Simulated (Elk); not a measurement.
# Polar Kerr effect of CaGd2

Aim: the polar Kerr rotation of CaGd2 from the optical conductivity tensor.

Program: Elk 11.2.3 (patched build). Level of theory: PBE with U = 6.70 eV, J = 0.70 eV on Gd f; all-electron APW+lo, Dirac cores, scalar-relativistic bands with second-variational spin-orbit coupling. Results are calculated unless marked as measured.

### 1. Set-up

It takes space group I4/mmm (No. 139, tetragonal). Conventional cell: a = 3.774 Å, b = 3.774 Å, c = 13.977 Å, α = 90.00°, β = 90.00°, γ = 90.00°. Nearest to Gd lie 4 Ca at 3.49 Å and 8 Gd at 3.66 to 3.77 Å. Ca has 8 Gd at 3.49 Å and 4 Ca at 3.77 Å nearest. invented: Er2Mg (I4/mmm) with Gd for Er, Ca for Mg. Farther neighbours are not listed.

The cell is a made-up one and need not be a known phase.

The settings of this session are not all sound (see the inputs), so it shows what such settings give, not the properties of the crystal.

### 2. Ground state with spin–orbit coupling

In a ferromagnet the Kerr effect comes from exchange splitting and spin–orbit coupling together. The parallel order is imposed here; no other order was tried. A Hubbard U of customary size acts on the open shell; it was not fitted to this crystal.

In this input [001] lies along z, the axis of the moments and of the light.

The last three numbers of an atom's line are a seed field in its sphere. It points against the wanted moment and shrinks by the factor reducebf each loop.

Contents of elk.in:

```
tasks
  0
  15
  33
  73

xctype
  20

rgkmax
  7.0

nempty
  14

swidth
  0.005

reducebf
  0.6

epsengy
  1e-05

maxscl
  100

lmaxi
  3

vkloff
  0.500000 0.500000 0.500000

spinpol
  .true.

spinorb
  .true.

cmagz
  .true.

sppath
  './'

avec
  -3.56550879578 3.56550879578 13.20646251579
  3.56550879578 -3.56550879578 13.20646251579
  3.56550879578 3.56550879578 -13.20646251579

atoms
  2
  'Gd.in'
  2
  0.6606032100 0.6606032100 0.0000000000   0.000000 0.000000 -0.375000
  0.3393967900 0.3393967900 0.0000000000   0.000000 0.000000 -0.375000
  'Ca.in'
  1
  0.0000000000 0.0000000000 0.0000000000   0.000000 0.000000 0.000000

ngridk
  6 6 6

dft+u
  1 1
  1 3 0.246220 0.025725

plot3d
  0 0 0
  1 0 0
  0 1 0
  0 0 1
  38 38 38
```

Started as:

```console
$ OMP_NUM_THREADS=4 elk
```

Numbers of over 12 decimals in the logs are rounded to 6 here.

The log of the run:

```text
Warning(gndstate): forces or DFT+U at lmaxo under 8 : 6
  [figures from our tests cut]: type lmaxo 8 and lmaxapw 10
Warning(chksvso): spin-orbit splittings by the second variation are low [figures from our tests cut]: local-orbitals by j (lorbdm 7 and 8, zora) mend levels alone

--- INFO.OUT ---
┌─────────────────────────┐
│ Elk code version 11.2.3 │
└─────────────────────────┘

All units are atomic (Hartree, Bohr, etc.)

┌─────────────────────────────────────────────────┐
│ Ground-state run starting from atomic densities │
└─────────────────────────────────────────────────┘

Lattice vectors :
  -3.565508796       3.565508796       13.20646252
   3.565508796      -3.565508796       13.20646252
   3.565508796       3.565508796      -13.20646252

Species : 1 (Gd)
 parameters loaded from : Gd.in
 name : gadolinium
 nuclear charge    :   -64.00000000
 electronic charge :    64.00000000
 atomic mass :    286649.2145
 muffin-tin radius :    2.800000000
 number of radial points in muffin-tin :   1393
 inner part over the whole radius :   0.9992705866E-02
 number on inner part of muffin-tin    :    998
 approximate nuclear radius :   0.9600684756E-04
 number of mesh points to nuclear radius :    511
 atomic positions (lattice), magnetic fields (Cartesian) :
  1 :  -0.33939679 -0.33939679  0.00000000    0.00000000  0.00000000 -0.37500000
  2 :   0.33939679  0.33939679  0.00000000    0.00000000  0.00000000 -0.37500000

Species : 2 (Ca)
 parameters loaded from : Ca.in
 name : calcium
 nuclear charge    :   -20.00000000
 electronic charge :    20.00000000
 atomic mass :    73057.72475
 muffin-tin radius :    2.400000000
 number of radial points in muffin-tin :    993
 inner part over the whole radius :   0.9970789793E-02
 number on inner part of muffin-tin    :    698
 approximate nuclear radius :   0.6614485811E-04
 number of mesh points to nuclear radius :    321
 atomic positions (lattice), magnetic fields (Cartesian) :
  1 :   0.00000000  0.00000000  0.00000000    0.00000000  0.00000000  0.00000000

Total number of atoms per unit cell :    3
Total muffin-tin volume :    241.8104809
 ratio of muffin-tin to unit cell volume :   0.3600688919

Spin treatment :
 spin-polarised
 spin-orbit coupling
 global magnetic field (Cartesian) :    0.000000000       0.000000000       0.000000000
 collinear magnetisation in z-direction

Number of Bravais lattice symmetries :   16
Number of crystal symmetries         :    8
Crystal has inversion symmetry
Real symmetric eigensolver will be used

k-point grid :      6     6     6
k-point offset :   0.5000000000      0.5000000000      0.5000000000
k-point set is reduced with full crystal symmetry group
Total number of k-points :       35

Muffin-tin radius times maximum |G+k| :    7.000000000
 using average radius
Maximum |G+k| for APW functions       :    2.625000000
Maximum (1/2)|G+k|²                   :    3.445312500
Maximum |G| for potential and density :    12.00000000
Constant for pseudocharge density :    8
 order of it for each species :   15  15
 order of it for pair densities of each species (exact exchange by exxq0 0: 15) :   11   7
Radial integration step length :    1

G-vector grid sizes :     54    54    54
Number of G-vectors :    19639

Maximum angular momentum used for
 APW functions            :    8
 outer part of muffin-tin :    6
 inner part of muffin-tin :    3

Number of empty states         :     42
Total number of valence states :    132
Total number of core states    :    102

Third-order local-orbitals added for an l without core states : T
Total number of local-orbitals :     76

Exchange-correlation functional :     20     0     0
 Perdew-Burke-Ernzerhof, Phys. Rev. Lett. 77, 3865 (1996)
 gradient requirement :    1
 generalised gradient approximation (GGA)

DFT+U calculation
 fully localised limit (FLL)
 see Phys. Rev. B 52, R5467 (1995)
 species : 1 (Gd), l = 3, U =   0.24622000, J =   0.02572500

Smearing type :    3
 Fermi-Dirac
Smearing width :   0.5000000000E-02
Effective electronic temperature (K) :    1578.875124

Mixing type :    3
 Broyden mixing, J. Phys. A: Math. Gen. 17, L317 (1984)

Kohn-Sham potential initialised from atomic data

┌──────────────────────────────┐
│ Self-consistent loop started │
└──────────────────────────────┘

┌─────────────────┐
│ Loop number : 1 │
└─────────────────┘

Energies :
 Fermi                       :     0.114059
 sum of occupied eigenvalues :     -14308.245449381
 electron kinetic            :      25321.350405434
 core electron kinetic       :      24818.946124334
 Coulomb                     :     -48024.153084257
 Coulomb potential           :     -38820.092393915
 nuclear-nuclear             :     -1875.6003003015
 electron-nuclear            :     -53510.328420554
 Hartree                     :      7361.7756365978
 Madelung                    :     -28614.106887300
 xc potential                :     -808.52952090742
 xc effective B-field        :    -0.953582
 external B-field            :      0.000000
 exchange                    :     -531.22511438737
 correlation                 :     -8.158058
 DFT+U                       :      1.596126
 electron entropic           :    -0.29863435879013E-01
 total energy                :     -23240.619588869
 (external B-field energy excluded from total)

Density of states at Fermi energy :    371.8005976
 (states/Hartree/unit cell)

Estimated indirect band gap :   0.3672099324E-03
 from k-point 7 to k-point 27
Estimated direct band gap   :   0.1675891081E-02
 at k-point 33

Charges :
 core                        :    102.0000000
 valence                     :    46.00000000
 interstitial                :    4.789900044
 muffin-tins (core leakage)
  species : 1 (Gd)
   atom 1                    :    62.53483404     (  0.9824662797E-05)
   atom 2                    :    62.53483404     (  0.9824662797E-05)
  species : 2 (Ca)
   atom 1                    :    18.14043188     ( -0.1988664167E-06)
 total in muffin-tins        :    143.2101000
 total calculated charge     :    147.9998615
 total charge                :    148.0000000
 error                       :   0.1384998997E-03

Moments :
 interstitial                :   0.3321692944
 muffin-tins
  species : 1 (Gd)
   atom 1                    :    6.001348992
   atom 2                    :    6.001348992
  species : 2 (Ca)
   atom 1                    :   0.6533641083E-02
 total in muffin-tins        :    12.00923162
 total moment                :    12.34140092

[... earlier loops left out ...]

┌──────────────────┐
│ Loop number : 31 │
└──────────────────┘

Energies :
 Fermi                       :     0.209577
 sum of occupied eigenvalues :     -14302.152191950
 electron kinetic            :      25286.638110641
 core electron kinetic       :      24820.504942382
 Coulomb                     :     -47992.799124368
 Coulomb potential           :     -38887.507987099
 nuclear-nuclear             :     -1875.6003003015
 electron-nuclear            :     -53380.370015324
 Hartree                     :      7263.1711912573
 Madelung                    :     -28549.045130819
 xc potential                :     -699.90774046429
 xc effective B-field        :     -1.374575
 external B-field            :      0.000000
 exchange                    :     -528.75003189687
 correlation                 :     -8.101839
 DFT+U                       :      1.533736
 electron entropic           :    -0.98825398153107E-02
 total energy                :     -23241.489031503
 (external B-field energy excluded from total)

Density of states at Fermi energy :    121.0651633
 (states/Hartree/unit cell)

Estimated indirect band gap :   0.2467290758E-03
 from k-point 12 to k-point 3
Estimated direct band gap   :   0.1723246409E-02
 at k-point 3

Charges :
 core                        :    102.0000000
 valence                     :    46.00000000
 interstitial                :    5.893984562
 muffin-tins (core leakage)
  species : 1 (Gd)
   atom 1                    :    61.95339397     (  0.9554718609E-05)
   atom 2                    :    61.95339397     (  0.9554718609E-05)
  species : 2 (Ca)
   atom 1                    :    18.19922751     ( -0.1987113851E-06)
 total in muffin-tins        :    142.1060154
 total calculated charge     :    147.9999062
 total charge                :    148.0000000
 error                       :   0.9379850559E-04

Moments :
 interstitial                :   0.9728943665
 muffin-tins
  species : 1 (Gd)
   atom 1                    :    7.268249564
   atom 2                    :    7.268249564
  species : 2 (Ca)
   atom 1                    :   0.5355294944E-01
 total in muffin-tins        :    14.59005208
 total moment                :    15.56294644

┌──────────────────────────────┐
│ Self-consistent loop stopped │
└──────────────────────────────┘

Warning : forces or DFT+U at lmaxo under 8 : 6

Wrote STATE.OUT
```

It took 8 min on 4 threads of Arm Neoverse V1, shared host; peak memory 0.55 GiB.

Spin moment in the muffin-tin sphere by atom:

```
atom  spin moment in the muffin-tin sphere (μB)
 Gd1                                       7.27
 Gd2                                       7.27
 Ca3                                       0.05
```

Read from the output:

```yaml
density_of_states_at_the_fermi_level: 4.449 states/eV/cell
moment_between_the_spheres: 0.9729 μB
magnetization: 15.56 μB
final_state: ferromagnetic
```

After 31 cycles the largest moment stands at 7.27 μB.

Orbital moment <L> in the sphere by atom:

```
atom  x (μB)  y (μB)  z (μB)    size
 Gd1  0.0000  0.0000  0.0178  0.0178
 Gd2  0.0000  0.0000  0.0178  0.0178
 Ca3  0.0000  0.0000  0.0057  0.0057
```

### 3. States and momentum matrix elements on a finer mesh

Optical spectra need more k points than the density, so the states are solved once on a finer mesh in the saved potential.

Contents of elk.in:

```
tasks
  1
  120

xctype
  20

rgkmax
  7.0

nempty
  14

swidth
  0.005

reducebf
  0.6

epsengy
  1e-05

maxscl
  1

lmaxi
  3

vkloff
  0.500000 0.500000 0.500000

spinpol
  .true.

spinorb
  .true.

cmagz
  .true.

sppath
  './'

avec
  -3.56550879578 3.56550879578 13.20646251579
  3.56550879578 -3.56550879578 13.20646251579
  3.56550879578 3.56550879578 -13.20646251579

atoms
  2
  'Gd.in'
  2
  0.6606032100 0.6606032100 0.0000000000   0.000000 0.000000 -0.000375
  0.3393967900 0.3393967900 0.0000000000   0.000000 0.000000 -0.000375
  'Ca.in'
  1
  0.0000000000 0.0000000000 0.0000000000   0.000000 0.000000 0.000000

ngridk
  9 9 9

dft+u
  1 1
  1 3 0.246220 0.025725
```

Started as:

```console
$ OMP_NUM_THREADS=4 elk
```

The log of the run:

```text
Warning(gndstate): forces or DFT+U at lmaxo under 8 : 6
  [figures from our tests cut]: type lmaxo 8 and lmaxapw 10
Warning(chksvso): spin-orbit splittings by the second variation are low [figures from our tests cut]: local-orbitals by j (lorbdm 7 and 8, zora) mend levels alone
Warning(chktold): momentum elements lack the commutator of DFT+U or exact exchange

--- INFO.OUT ---
┌─────────────────────────┐
│ Elk code version 11.2.3 │
└─────────────────────────┘

All units are atomic (Hartree, Bohr, etc.)

┌──────────────────────────────────────────┐
│ Ground-state run resuming from STATE.OUT │
└──────────────────────────────────────────┘

Lattice vectors :
  -3.565508796       3.565508796       13.20646252
   3.565508796      -3.565508796       13.20646252
   3.565508796       3.565508796      -13.20646252

Species : 1 (Gd)
 muffin-tin radius :    2.800000000
 atomic positions (lattice), magnetic fields (Cartesian) :
  1 :  -0.33939679 -0.33939679  0.00000000    0.00000000  0.00000000  0.00000000
  2 :   0.33939679  0.33939679  0.00000000    0.00000000  0.00000000  0.00000000

Species : 2 (Ca)
 muffin-tin radius :    2.400000000
 atomic positions (lattice), magnetic fields (Cartesian) :
  1 :   0.00000000  0.00000000  0.00000000    0.00000000  0.00000000  0.00000000

Total number of atoms per unit cell :    3
Total muffin-tin volume :    241.8104809
 ratio of muffin-tin to unit cell volume :   0.3600688919

Spin treatment :
 spin-polarised
 spin-orbit coupling
 global magnetic field (Cartesian) :    0.000000000       0.000000000       0.000000000
 collinear magnetisation in z-direction

Number of Bravais lattice symmetries :   16
Number of crystal symmetries         :    8
Crystal has inversion symmetry
[...]
core electron kinetic       :      24820.504793311
 Coulomb                     :     -47992.798399326
 Coulomb potential           :     -38887.486797687
 nuclear-nuclear             :     -1875.6003003015
 electron-nuclear            :     -53380.391388693
 Hartree                     :      7263.1932896687
 Madelung                    :     -28549.055000483
 xc potential                :     -699.92814070595
 xc effective B-field        :     -1.374845
 external B-field            :      0.000000
 exchange                    :     -528.75029045726
 correlation                 :     -8.101791
 DFT+U                       :      1.533751
 electron entropic           :    -0.98223417720594E-02
 total energy                :     -23241.489178430
 (external B-field energy excluded from total)

Density of states at Fermi energy :    120.1622784
 (states/Hartree/unit cell)

Estimated indirect band gap :   0.1278884232E-03
 from k-point 92 to k-point 58
Estimated direct band gap   :   0.2141893308E-02
 at k-point 27

Charges :
 core                        :    102.0000000
 valence                     :    46.00000000
 interstitial                :    5.892671249
 muffin-tins (core leakage)
  species : 1 (Gd)
   atom 1                    :    61.95412789     (  0.9554718034E-05)
   atom 2                    :    61.95412789     (  0.9554718034E-05)
  species : 2 (Ca)
   atom 1                    :    18.19907298     ( -0.1987130513E-06)
 total in muffin-tins        :    142.1073288
 total calculated charge     :    147.9999204
 total charge                :    148.0000000
 error                       :   0.7960539261E-04

Moments :
 interstitial                :   0.9728203148
 muffin-tins
  species : 1 (Gd)
   atom 1                    :    7.270532195
   atom 2                    :    7.270532195
  species : 2 (Ca)
   atom 1                    :   0.5321671508E-01
 total in muffin-tins        :    14.59428110
 total moment                :    15.56710142

┌──────────────────────────────┐
│ Self-consistent loop stopped │
└──────────────────────────────┘

Warning : forces or DFT+U at lmaxo under 8 : 6
```

Run time: 83 s. Hardware: 4 threads; peak memory 0.55 GiB.

This step gave:

- magnetization: 15.57 μB
- largest moment: 7.271 μB

### 4. Optics with a broadening of 0.11 eV

The broadening stands for the lifetime of the excited states; it lowers and widens the peaks.

elk.in: that of step 3 with these lines changed.

```diff
@@ -1,4 +1,4 @@
 tasks
-  1
-  120
+  121
+  122
 
@@ -14,3 +14,3 @@
 swidth
-  0.005
+  0.004
 
@@ -23,3 +23,3 @@
 maxscl
-  1
+  100
 
@@ -38,2 +38,5 @@
 cmagz
+  .true.
+
+intraband
   .true.
@@ -64 +67,10 @@
   1 3 0.246220 0.025725
+
+wplot
+  240 100 0
+  0.00000 0.30000
+
+optcomp
+  1 1
+  1 2
+  3 3
```

Started as:

```console
$ OMP_NUM_THREADS=4 elk
```

The log of the run:

```text
┌─────────────────────────────────┐
│ Elk code version 11.2.3 started │
└─────────────────────────────────┘

Info(readinput): the functional depends on the density's gradient
 muffin-tin radial points multiplied by    2.00000
 (not where nrmtscf is given)

┌────────────────────┐
│ Current task : 121 │
└────────────────────┘

Info(dielectric):
 dielectric tensor written to EPSILON_ij.OUT
 optical conductivity written to SIGMA_ij.OUT
 plasma frequency written to PLASMA_ij.OUT
 for components
  i = 1, j = 1
  i = 1, j = 2
  i = 3, j = 3

┌────────────────────┐
│ Current task : 122 │
└────────────────────┘

Warning(chksvso): spin-orbit splittings by the second variation are low [figures from our tests cut]: local-orbitals by j (lorbdm 7 and 8, zora) mend levels alone

Warning(chktold): momentum elements lack the commutator of DFT+U or exact exchange

Info(dielectric):
 dielectric tensor written to EPSILON_ij.OUT
 optical conductivity written to SIGMA_ij.OUT
 plasma frequency written to PLASMA_ij.OUT
 for components
  i = 1, j = 1
  i = 1, j = 2

Info(moke):
 complex Kerr angle in degrees written to KERR.OUT

┌──────────────────┐
│ Elk code stopped │
└──────────────────┘
```

Run time: 32 s. Hardware: 4 threads; peak memory 0.07 GiB.

Intraband term included. Table of polar Kerr angle by photon energy; values in degrees:

```
photon energy (eV)  rotation  ellipticity
               0.0         0            0
               0.5    -0.194        0.189
               1.0    -0.346        0.189
               1.5    -0.311     -0.00623
               2.0    -0.496       -0.118
               2.5    -0.235       -0.284
               3.0    -0.102       -0.180
               3.5   -0.0931       0.0378
               4.0    -0.231        0.169
               4.5    -0.547       -0.222
               5.0    -0.512       -0.558
               5.5     0.393       -0.982
               6.0     0.496      -0.0287
               6.5     0.249        0.167
               7.0    -0.379        0.134
               7.5    0.0759        0.157
               8.0   -0.0174        0.692
```

[end of part 1 of 2]

[Logs and program files are shortened in this print: banners, set-up blocks, solver, clock and traceback lines can be left out without a mark of their own.]

[Logs are printed without paths, hosts, clocks, repeated set-up lines and the standing remarks that a program may print on its own settings, such as how far it seeks lower states.]

[Hosts, paths, dates, database ids (printed as entryN), source tags and the programs' standing remarks are cut or masked in the printed files.]

[Where a cell is said to come from a database of computed structures, the database is the Materials Project.]
